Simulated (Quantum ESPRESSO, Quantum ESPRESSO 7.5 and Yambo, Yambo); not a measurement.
# PbO (P4/nmm): Bethe-Salpeter spectra with Yambo

Aim: follow the lowest exciton of PbO (P4/nmm) as the mesh is refined.

Calculated with Quantum ESPRESSO 7.5 and Yambo 5.3.0; PBE and many-body steps on it, plane waves.

This is a report of a sequence of runs, with most program output left out.

The database entry behind the starting cell differs from later determinations by our own check (c about 1 % long), so it need not match the best structure at ambient conditions.

### 1. Starting point

Symmetry: P4/nmm, No. 129, tetragonal system. Conventional cell: a = 3.960 Å, b = 3.960 Å, c = 5.070 Å, α = 90.00°, β = 90.00°, γ = 90.00°. Nearest to Pb lie 4 O at 2.32 Å. Nearest to O lie 4 Pb at 2.32 Å. Farther neighbours and most contacts between anions are not listed.

Structure file:

```cif
data_structure
_symmetry_space_group_name_H-M 'P4/nmm:1'
_symmetry_Int_Tables_number 129
_cell_length_a 3.9600
_cell_length_b 3.9600
_cell_length_c 5.0700
_cell_angle_alpha 90.000
_cell_angle_beta 90.000
_cell_angle_gamma 90.000
_cell_volume 79.51
loop_
_atom_site_label
_atom_site_type_symbol
_atom_site_symmetry_multiplicity
_atom_site_Wyckoff_symbol
_atom_site_fract_x
_atom_site_fract_y
_atom_site_fract_z
_atom_site_occupancy
Pb1 Pb 2 c 0.00000 0.50000 0.23851 1
O1 O 2 a 0.00000 0.00000 0.00000 1
```

The cell and positions come from the Crystallography Open Database and are kept as given unless a step says otherwise. Spin-orbit coupling is left out unless a step names it.

### 2. Empty states on the mesh, 4×4×2 mesh, 145 bands

This step: Quantum ESPRESSO 7.5; DFT, PBE, plane waves, norm-conserving pseudopotentials.

The sums over transitions need many empty states on a uniform mesh; this step solves for them.

Input file pw.in:

```
&control
  calculation = 'nscf'
  prefix = 'x'
  outdir = 'o'
  pseudo_dir = 'pseudo'
/
&system
  ibrav = 0
  nat = 4
  ntyp = 2
  ecutwfc = 76.0
  nbnd = 145
  force_symmorphic = .true.
/
&electrons
  conv_thr = 1e-9
  electron_maxstep = 80
  diago_full_acc = .true.
  diago_thr_init = 5e-6
/
ATOMIC_SPECIES
  Pb 207.2 Pb.upf
  O 15.999 O.upf
CELL_PARAMETERS angstrom
  3.9600000000 0.0000000000 0.0000000000
  0.0000000000 3.9600000000 0.0000000000
  0.0000000000 0.0000000000 5.0700000000
ATOMIC_POSITIONS crystal
  Pb 0.0000000000 0.5000000000 0.2385140000
  Pb 0.5000000000 0.0000000000 0.7614860000
  O 0.0000000000 0.0000000000 0.0000000000
  O 0.5000000000 0.5000000000 0.0000000000
K_POINTS automatic
  4 4 2 0 0 0
```

Run with:

```console
$ OMP_NUM_THREADS=1 mpirun -n 4 pw.x -nk 4 -in pw.in > pw.out
```

The job ended after 25 s (4 MPI ranks of Arm Neoverse V1, shared host; peak memory 0.52 GiB; 1.7 min of CPU time).

This step gave:

```yaml
gap: 1.140 eV
k_of_the_valence_top: 0, 0, 0
k_of_the_conduction_bottom: -0.5, -0.5, 0
least_direct_gap: 2.140 eV
k_points_computed: 12
lowest_point_of_the_top_converged_band_above_the_valence_top: 66.6389 eV
```

On this mesh the gap is 1.140 eV.

The density comes from a self-consistent run that is not shown.

### 3. Conversion and set-up

This step: Yambo 5.3.0; conversion and set-up on PBE, plane waves, norm-conserving pseudopotentials.

The states are converted to the many-body program's format and the q mesh is built.

Run with:

```console
$ (cd o/x.save; p2y > p2y.log; mv SAVE ../..); yambo > setup.log
```

The job ended after 2.6 s (1 MPI rank; peak memory 0.24 GiB).

### 4. Screening and self-energy, 4×4×2 mesh, 145 bands, screening to 149.7 eV

G0W0 replaces the xc potential by the self-energy, built once from these orbitals. Only a window of levels is corrected, while the sums run over the empty bands that the input names.

This step: G0W0 on PBE, plane waves, norm-conserving pseudopotentials.

Input file gw1.in:

```
HF_and_locXC
gw0
dyson
ppa
em1d
rim_cut
RandQpts= 1000000
RandGvec= 1 RL
EXXRLvcs= 76 Ry
VXCRLvcs= 304 Ry
Chimod= "HARTREE"
% BndsRnXp
 1 | 145 |
%
NGsBlkXp= 11 Ry
% LongDrXp
 1 | 1 | 1 |
%
% GbndRnge
 1 | 145 |
%
DysSolver= "n"
ExtendOut
PPAPntXp= 27.21138 eV
% QPkrange
 1 | 1 | 27 | 30 |
 11 | 11 | 27 | 30 |
%
```

Run with:

```console
$ OMP_NUM_THREADS=1 mpirun -n 4 yambo -F gw1.in -J gw1 -C gw1 > gw1.log
```

Run time: 4.3 min. Hardware: 4 MPI ranks; peak memory 2.3 GiB; 17 min of CPU time.

Numbers from this step:

```
G0W0 gap on the points computed              : 1.214 eV
starting gap on the mesh                     : 1.140 eV
k of the valence top                         : 0, 0, 0
k of the conduction bottom                   : -0.5, -0.5, 0
least direct G0W0 gap on the computed points : 2.095 eV
```

The gap on the mesh goes from 1.14 eV to 1.21 eV, a correction of +0.07 eV.

The gap opens by 0.074 eV; the next steps shift the empty bands rigidly by -0.044 eV, the correction at the start's least direct gap.

### 5. Empty states on the mesh, 4×4×2 mesh, 46 bands

This step: Quantum ESPRESSO 7.5; DFT, PBE, plane waves, norm-conserving pseudopotentials.

Edit pw.in of step 2 so:

```diff
@@ -11,3 +11,3 @@
   ecutwfc = 76.0
-  nbnd = 145
+  nbnd = 46
   force_symmorphic = .true.
```

Run with:

```console
$ OMP_NUM_THREADS=1 mpirun -n 4 pw.x -nk 4 -in pw.in > pw.out
```

Wall time 5.9 s (4 MPI ranks); peak memory 0.32 GiB.

Numbers from this step:

```yaml
gap: 1.140 eV
k_of_the_valence_top: 0, 0, 0
k_of_the_conduction_bottom: -0.5, -0.5, 0
least_direct_gap: 2.140 eV
k_points_computed: 12
lowest_point_of_the_top_converged_band_above_the_valence_top: 17.42 eV
```

On this mesh the gap is 1.140 eV.

### 6. Conversion and set-up

This step: Yambo 5.3.0; conversion and set-up on PBE, plane waves, norm-conserving pseudopotentials.

Run with:

```console
$ (cd o/x.save; p2y > p2y.log; mv SAVE ../..); yambo > setup.log
```

It took 2.5 s on 1 MPI rank; peak memory 0.24 GiB.

### 7. Excitons

Optical absorption needs the electron-hole interaction, solved here in a basis of vertical transitions on the mesh.

This step: Bethe-Salpeter equation on PBE with a scissors shift, plane waves, norm-conserving pseudopotentials.

Input file bse3.in:

```
optics
bss
bse
em1s
dipoles
rim_cut
RandQpts= 1000000
RandGvec= 1 RL
Chimod= "HARTREE"
BSKmod= "SEX"
BSEmod= "resonant"
BSSmod= "d"
BSENGexx= 20 Ry
BSENGBlk= 4 Ry
% BSEQptR
 1 | 1 |
%
% BSEBands
 25 | 32 |
%
% BEnRange
 0 | 4 | eV
%
% BDmRange
 0.1 | 0.1 | eV
%
BEnSteps= 81
% BLongDir
 1 | 0 | 0 |
%
% BndsRnXs
 9 | 46 |
%
NGsBlkXs= 4 Ry
% LongDrXs
 1 | 1 | 1 |
%
% KfnQP_E
 -0.044 | 1.0 | 1.0 |
%
WRbsWF
FFTGvecs= 34 Ry
```

Run with:

```console
$ OMP_NUM_THREADS=1 mpirun -n 4 yambo -F bse3.in -J bse3 -C bse3 > bse3.log
```

It took 6.9 s on 4 MPI ranks; peak memory 1.1 GiB; 23 s of CPU time.

This step gave:

| Item | Value |
| --- | --- |
| transitions in the window | 512 |
| direct gap of the transition levels | 2.096 eV |
| lowest state | 1.721 eV |
| first strong exciton (over a fiftieth of the strongest listed) | 1.721 eV |
| binding of the lowest state below the direct gap | 0.3745 eV |
| Coulomb term of one mesh cell | 0.4543 eV |

The binding is 0.82 times the screened Coulomb term of one mesh cell (0.45 eV), so it is not shown settled.

The lowest state lies at 1.721 eV, 0.374 eV under the direct gap.

Lines within 3 meV are set at the lowest of them, and the highest group, which the list may cut short, is left out. Exciton lines, with heights relative to the strongest:

```tsv
position (eV)	lines merged	strength, relative
1.721	2	39
1.727	2	0.4
2.010	1	0.0
2.484	1	31
2.490	1	30
2.498	1	0.7
2.505	1	0.1
2.780	1	0.0
2.877	1	0.0
2.901	2	0.0
2.991	1	0.0
3.034	2	100
3.040	1	0.0
3.057	1	0.0
3.136	1	0.0
3.147	2	72
3.166	1	0.0
```

Field along x; broadening 0.1 eV; transition window only. Limits: finite bands, cutoff and mesh; no spin-orbit coupling; coarse k mesh; exciton not shown settled in the k mesh. ε₂ against photon energy; read off at these points:

```tsv
photon energy (eV)	BSE	no electron-hole interaction
0.00	0.108	0.0722
0.15	0.121	0.0791
0.30	0.137	0.0872
0.40	0.150	0.0935
0.55	0.173	0.104
0.70	0.205	0.118
0.85	0.248	0.135
0.95	0.287	0.148
1.10	0.375	0.175
1.25	0.533	0.212
1.40	0.889	0.267
1.50	1.48	0.323
1.65	4.92	0.467
1.70	7.01	0.547
1.80	4.86	0.814
1.95	1.87	2.10
2.05	1.58	5.02
2.20	2.07	3.15
2.35	4.80	1.35
2.50	12.1	1.26
2.60	6.60	1.66
2.75	4.74	4.28
2.90	9.72	6.96
3.05	26.2	3.00
3.15	24.5	2.99
3.30	15.7	5.95
3.45	12.6	14.5
3.60	11.9	16.3
3.70	7.41	16.5
3.85	3.34	16.0
4.00	2.49	13.2
```

### 8. Triplet (no exchange term)

bse4.in, as its differences from bse3.in of step 7:

```diff
@@ -12,3 +12,3 @@
 BSSmod= "d"
-BSENGexx= 20 Ry
+BSENGexx= 1 RL
 BSENGBlk= 4 Ry
```

Run with:

```console
$ OMP_NUM_THREADS=1 mpirun -n 4 yambo -F bse4.in -J bse4,bse3_W -C bse4 > bse4.log
```

It took 2.1 s on 4 MPI ranks; peak memory 1.1 GiB.

The lowest triplet lies at 1.711 eV; without spin-orbit coupling triplets are dark, so no spectrum is read.

### 9. Empty states on the mesh, 4×4×4 mesh, 46 bands

This step: Quantum ESPRESSO 7.5; DFT, PBE, plane waves, norm-conserving pseudopotentials.

Edit pw.in of step 5 so:

```diff
@@ -33,2 +33,2 @@
 K_POINTS automatic
-  4 4 2 0 0 0
+  4 4 4 0 0 0
```

Run with:

```console
$ OMP_NUM_THREADS=1 mpirun -n 4 pw.x -nk 4 -in pw.in > pw.out
```

Run time: 9.2 s. Hardware: 4 MPI ranks; peak memory 0.33 GiB.

Numbers from this step:

```
gap                                                           : 1.140 eV
k of the valence top                                          : 0, 0, 0
k of the conduction bottom                                    : -0.5, -0.5, 0
least direct gap                                              : 2.140 eV
k points computed                                             : 18
lowest point of the top converged band, above the valence top : 16.71 eV
```

On this mesh the gap is 1.140 eV.

### 10. Conversion and set-up

This step: Yambo 5.3.0; conversion and set-up on PBE, plane waves, norm-conserving pseudopotentials.

Run with:

```console
$ (cd o/x.save; p2y > p2y.log; mv SAVE ../..); yambo > setup.log
```

Elapsed: 2.8 s, on 1 MPI rank; peak memory 0.25 GiB.

### 11. k mesh (4×4×4)

This step: Bethe-Salpeter equation on PBE with a scissors shift, plane waves, norm-conserving pseudopotentials.

bse6.in, as its differences from bse4.in of step 8:

```diff
@@ -12,3 +12,3 @@
 BSSmod= "d"
-BSENGexx= 1 RL
+BSENGexx= 20 Ry
 BSENGBlk= 4 Ry
```

Run with:

```console
$ OMP_NUM_THREADS=1 mpirun -n 4 yambo -F bse6.in -J bse6 -C bse6 > bse6.log
```

It took 17 s on 4 MPI ranks; peak memory 1.2 GiB; 65 s of CPU time.

This step gave:

```
transitions in the window                                      : 1024
direct gap of the transition levels                            : 2.096 eV
lowest state                                                   : 1.775 eV
first strong exciton (over a fiftieth of the strongest listed) : 1.775 eV
binding of the lowest state below the direct gap               : 0.3205 eV
Coulomb term of one mesh cell                                  : 0.3710 eV
```

The binding is 0.86 times the screened Coulomb term of one mesh cell (0.37 eV), so it is not shown settled.

The lowest state lies at 1.775 eV, 0.321 eV under the direct gap.

Field along x; broadening 0.1 eV; transition window only. Limits: finite bands, cutoff and mesh; no spin-orbit coupling; coarse k mesh; exciton not shown settled in the k mesh. ε₂ against photon energy; read off at these points:

```tsv
photon energy (eV)	BSE	no electron-hole interaction
0.00	0.0978	0.0653
0.15	0.109	0.0711
0.30	0.122	0.0778
0.40	0.132	0.0829
0.55	0.150	0.0917
0.70	0.174	0.102
0.85	0.204	0.115
0.95	0.231	0.125
1.10	0.286	0.144
1.25	0.376	0.169
1.40	0.548	0.206
1.50	0.792	0.240
1.65	1.98	0.324
1.80	4.41	0.514
1.95	1.70	1.18
2.05	1.34	2.66
2.20	1.58	1.76
2.35	2.94	0.919
2.50	8.98	0.983
2.55	11.1	1.11
2.60	10.2	1.33
2.75	6.83	3.22
2.90	16.6	6.62
2.95	19.5	5.39
3.05	14.6	3.52
3.15	16.1	4.21
3.20	17.5	5.64
3.30	16.8	8.73
3.45	15.9	9.52
3.60	14.3	10.6
3.70	13.4	12.3
3.85	9.34	12.6
4.00	4.45	15.4
```

### 12. Triplet (no exchange term)

bse7.in, as its differences from bse6.in of step 11:

```diff
@@ -12,3 +12,3 @@
 BSSmod= "d"
-BSENGexx= 20 Ry
+BSENGexx= 1 RL
 BSENGBlk= 4 Ry
```

Run with:

```console
$ OMP_NUM_THREADS=1 mpirun -n 4 yambo -F bse7.in -J bse7,bse6_W -C bse7 > bse7.log
```

Elapsed: 7.1 s, on 4 MPI ranks; peak memory 1.1 GiB.

The lowest triplet lies at 1.768 eV; without spin-orbit coupling triplets are dark, so no spectrum is read.

### 13. Empty states on the mesh, 6×6×4 mesh, 46 bands

This step: Quantum ESPRESSO 7.5; DFT, PBE, plane waves, norm-conserving pseudopotentials.

Edit pw.in of step 9 so:

```diff
@@ -33,2 +33,2 @@
 K_POINTS automatic
-  4 4 4 0 0 0
+  6 6 4 0 0 0
```

Run with:

```console
$ OMP_NUM_THREADS=1 mpirun -n 4 pw.x -nk 4 -in pw.in > pw.out
```

Wall time 13 s (4 MPI ranks); peak memory 0.32 GiB.

Numbers from this step:

```
gap                                                           : 1.140 eV
k of the valence top                                          : 0, 0, 0
k of the conduction bottom                                    : -0.5, -0.5, 0
least direct gap                                              : 2.140 eV
k points computed                                             : 30
lowest point of the top converged band, above the valence top : 16.71 eV
```

On this mesh the gap is 1.140 eV.

### 14. Conversion and set-up

This step: Yambo 5.3.0; conversion and set-up on PBE, plane waves, norm-conserving pseudopotentials.

Run with:

```console
$ (cd o/x.save; p2y > p2y.log; mv SAVE ../..); yambo > setup.log
```

The job ended after 3.4 s (1 MPI rank; peak memory 0.26 GiB).

### 15. k mesh (6×6×4)

This step: Bethe-Salpeter equation on PBE with a scissors shift, plane waves, norm-conserving pseudopotentials.

bse9.in, as its differences from bse7.in of step 12:

```diff
@@ -12,3 +12,3 @@
 BSSmod= "d"
-BSENGexx= 1 RL
+BSENGexx= 20 Ry
 BSENGBlk= 4 Ry
```

Run with:

```console
$ OMP_NUM_THREADS=1 mpirun -n 4 yambo -F bse9.in -J bse9 -C bse9 > bse9.log
```

Elapsed: 84 s, on 4 MPI ranks; peak memory 1.6 GiB.

Numbers from this step:

```yaml
transitions_in_the_window: 2304
direct_gap_of_the_transition_levels: 2.096 eV
lowest_state: 1.841 eV
first_strong_exciton_over_a_fiftieth_of_the_strongest_listed: 1.841 eV
binding_of_the_lowest_state_below_the_direct_gap: 0.2546 eV
coulomb_term_of_one_mesh_cell: 0.2916 eV
```

The binding is 0.87 times the screened Coulomb term of one mesh cell (0.29 eV), so it is not shown settled.

The lowest state lies at 1.841 eV, 0.255 eV under the direct gap.

### 16. Triplet (no exchange term)

bse10.in, as its differences from bse9.in of step 15:

```diff
@@ -12,3 +12,3 @@
 BSSmod= "d"
-BSENGexx= 20 Ry
+BSENGexx= 1 RL
 BSENGBlk= 4 Ry
```

Run with:

```console
$ OMP_NUM_THREADS=1 mpirun -n 4 yambo -F bse10.in -J bse10,bse9_W -C bse10 > bse10.log
```

It took 52 s on 4 MPI ranks; peak memory 1.5 GiB; 3.5 min of CPU time.

The lowest triplet lies at 1.838 eV; without spin-orbit coupling triplets are dark, so no spectrum is read.

### 17. Empty states on the mesh, 6×6×6 mesh, 46 bands

This step: Quantum ESPRESSO 7.5; DFT, PBE, plane waves, norm-conserving pseudopotentials.

Edit pw.in of step 13 so:

```diff
@@ -33,2 +33,2 @@
 K_POINTS automatic
-  6 6 4 0 0 0
+  6 6 6 0 0 0
```

Run with:

```console
$ OMP_NUM_THREADS=1 mpirun -n 4 pw.x -nk 4 -in pw.in > pw.out
```

Elapsed: 16 s, on 4 MPI ranks; peak memory 0.33 GiB.

This step gave:

```
gap                                                           : 1.140 eV
k of the valence top                                          : 0, 0, 0
k of the conduction bottom                                    : -0.5, -0.5, 0
least direct gap                                              : 2.140 eV
k points computed                                             : 40
lowest point of the top converged band, above the valence top : 16.56 eV
```

On this mesh the gap is 1.140 eV.

### 18. Conversion and set-up

This step: Yambo 5.3.0; conversion and set-up on PBE, plane waves, norm-conserving pseudopotentials.

Run with:

```console
$ (cd o/x.save; p2y > p2y.log; mv SAVE ../..); yambo > setup.log
```

Run time: 3.9 s. Hardware: 1 MPI rank; peak memory 0.27 GiB.

### 19. k mesh (6×6×6)

This step: Bethe-Salpeter equation on PBE with a scissors shift, plane waves, norm-conserving pseudopotentials.

bse12.in, as its differences from bse10.in of step 16:

```diff
@@ -12,3 +12,3 @@
 BSSmod= "d"
-BSENGexx= 1 RL
+BSENGexx= 20 Ry
 BSENGBlk= 4 Ry
```

Run with:

```console
$ OMP_NUM_THREADS=1 mpirun -n 4 yambo -F bse12.in -J bse12 -C bse12 > bse12.log
```

The job ended after 3.6 min (4 MPI ranks; peak memory 2.1 GiB; 14 min of CPU time).

Numbers from this step:

- transitions in the window: 3456
- direct gap of the transition levels: 2.096 eV
- lowest state: 1.868 eV
- first strong exciton (over a fiftieth of the strongest listed): 1.868 eV
- binding of the lowest state below the direct gap: 0.2278 eV
- Coulomb term of one mesh cell: 0.2549 eV

The binding is 0.89 times the screened Coulomb term of one mesh cell (0.25 eV), so it is not shown settled.

The lowest state lies at 1.868 eV, 0.228 eV under the direct gap.

### 20. Triplet (no exchange term)

bse13.in, as its differences from bse12.in of step 19:

```diff
@@ -12,3 +12,3 @@
 BSSmod= "d"
-BSENGexx= 20 Ry
+BSENGexx= 1 RL
 BSENGBlk= 4 Ry
```

Run with:

```console
$ OMP_NUM_THREADS=1 mpirun -n 4 yambo -F bse13.in -J bse13,bse12_W -C bse13 > bse13.log
```

Wall time 2.7 min (4 MPI ranks); peak memory 1.9 GiB; 11 min of CPU time.

The lowest triplet lies at 1.865 eV; without spin-orbit coupling triplets are dark, so no spectrum is read.

### 21. Empty states on the mesh, 8×8×6 mesh, 46 bands

This step: Quantum ESPRESSO 7.5; DFT, PBE, plane waves, norm-conserving pseudopotentials.

Edit pw.in of step 17 so:

```diff
@@ -33,2 +33,2 @@
 K_POINTS automatic
-  6 6 6 0 0 0
+  8 8 6 0 0 0
```

Run with:

```console
$ OMP_NUM_THREADS=1 mpirun -n 4 pw.x -nk 4 -in pw.in > pw.out
```

Wall time 25 s (4 MPI ranks); peak memory 0.34 GiB; 99 s of CPU time.

Numbers from this step:

```
gap                                                           : 1.140 eV
k of the valence top                                          : 0, 0, 0
k of the conduction bottom                                    : -0.5, -0.5, 0
least direct gap                                              : 2.140 eV
k points computed                                             : 60
lowest point of the top converged band, above the valence top : 16.56 eV
```

On this mesh the gap is 1.140 eV.

### 22. Conversion and set-up

This step: Yambo 5.3.0; conversion and set-up on PBE, plane waves, norm-conserving pseudopotentials.

Run with:

```console
$ (cd o/x.save; p2y > p2y.log; mv SAVE ../..); yambo > setup.log
```

Elapsed: 5 s, on 1 MPI rank; peak memory 0.28 GiB.

### 23. k mesh (8×8×6)

This step: Bethe-Salpeter equation on PBE with a scissors shift, plane waves, norm-conserving pseudopotentials.

bse15.in, as its differences from bse13.in of step 20:

```diff
@@ -12,3 +12,3 @@
 BSSmod= "d"
-BSENGexx= 1 RL
+BSENGexx= 20 Ry
 BSENGBlk= 4 Ry
@@ -18,3 +18,3 @@
 % BSEBands
- 25 | 32 |
+ 26 | 31 |
 %
```

Run with:

```console
$ OMP_NUM_THREADS=1 mpirun -n 4 yambo -F bse15.in -J bse15 -C bse15 > bse15.log
```

It took 5.2 min on 4 MPI ranks; peak memory 2.2 GiB; 21 min of CPU time.

This step gave:

```
transitions in the window                                      : 3456
direct gap of the transition levels                            : 2.096 eV
lowest state                                                   : 1.906 eV
first strong exciton (over a fiftieth of the strongest listed) : 1.906 eV
binding of the lowest state below the direct gap               : 0.1896 eV
Coulomb term of one mesh cell                                  : 0.2108 eV
```

The binding is 0.90 times the screened Coulomb term of one mesh cell (0.21 eV), so it is not shown settled.

The lowest state lies at 1.906 eV, 0.190 eV under the direct gap.

The window of bands is narrower than in the first exciton run, so this row is not like for like with it.

The program warns that the window of bands cuts a degenerate level, which breaks the symmetry of states and spectrum.

### 24. Triplet (no exchange term)

bse16.in, as its differences from bse15.in of step 23:

```diff
@@ -12,3 +12,3 @@
 BSSmod= "d"
-BSENGexx= 20 Ry
+BSENGexx= 1 RL
 BSENGBlk= 4 Ry
```

Run with:

```console
$ OMP_NUM_THREADS=1 mpirun -n 4 yambo -F bse16.in -J bse16,bse15_W -C bse16 > bse16.log
```

The job ended after 2.7 min (4 MPI ranks; peak memory 2 GiB).

The lowest triplet lies at 1.904 eV; without spin-orbit coupling triplets are dark, so no spectrum is read.

The program warns that the window of bands cuts a degenerate level, which breaks the symmetry of states and spectrum.

### 25. Empty states on the mesh, 10×10×8 mesh, 46 bands

This step: Quantum ESPRESSO 7.5; DFT, PBE, plane waves, norm-conserving pseudopotentials.

Edit pw.in of step 21 so:

```diff
@@ -33,2 +33,2 @@
 K_POINTS automatic
-  8 8 6 0 0 0
+  10 10 8 0 0 0
```

Run with:

```console
$ OMP_NUM_THREADS=1 mpirun -n 4 pw.x -nk 4 -in pw.in > pw.out
```

The job ended after 43 s (4 MPI ranks; peak memory 0.35 GiB).

This step gave:

```yaml
gap: 1.140 eV
k_of_the_valence_top: 0, 0, 0
k_of_the_conduction_bottom: -0.5, -0.5, 0
least_direct_gap: 2.140 eV
k_points_computed: 105
lowest_point_of_the_top_converged_band_above_the_valence_top: 16.63 eV
```

On this mesh the gap is 1.140 eV.

### 26. Conversion and set-up

This step: Yambo 5.3.0; conversion and set-up on PBE, plane waves, norm-conserving pseudopotentials.

Run with:

```console
$ (cd o/x.save; p2y > p2y.log; mv SAVE ../..); yambo > setup.log
```

Run time: 7.3 s. Hardware: 1 MPI rank; peak memory 0.32 GiB.

[end of part 1 of 2]

[Paths, hosts, dates, memory and timing lines, banners, echoed tables and standing remarks are left out of the program output.]

[Logs are printed without paths, hosts, clocks, repeated set-up lines and the standing remarks that a program may print on its own settings, such as how far it seeks lower states.]

[Runs of the session that timed out or met a known fault of the program may be left out.]

[Hosts, paths, dates, database ids (printed as entryN), source tags and the programs' standing remarks are cut or masked in the printed files.]
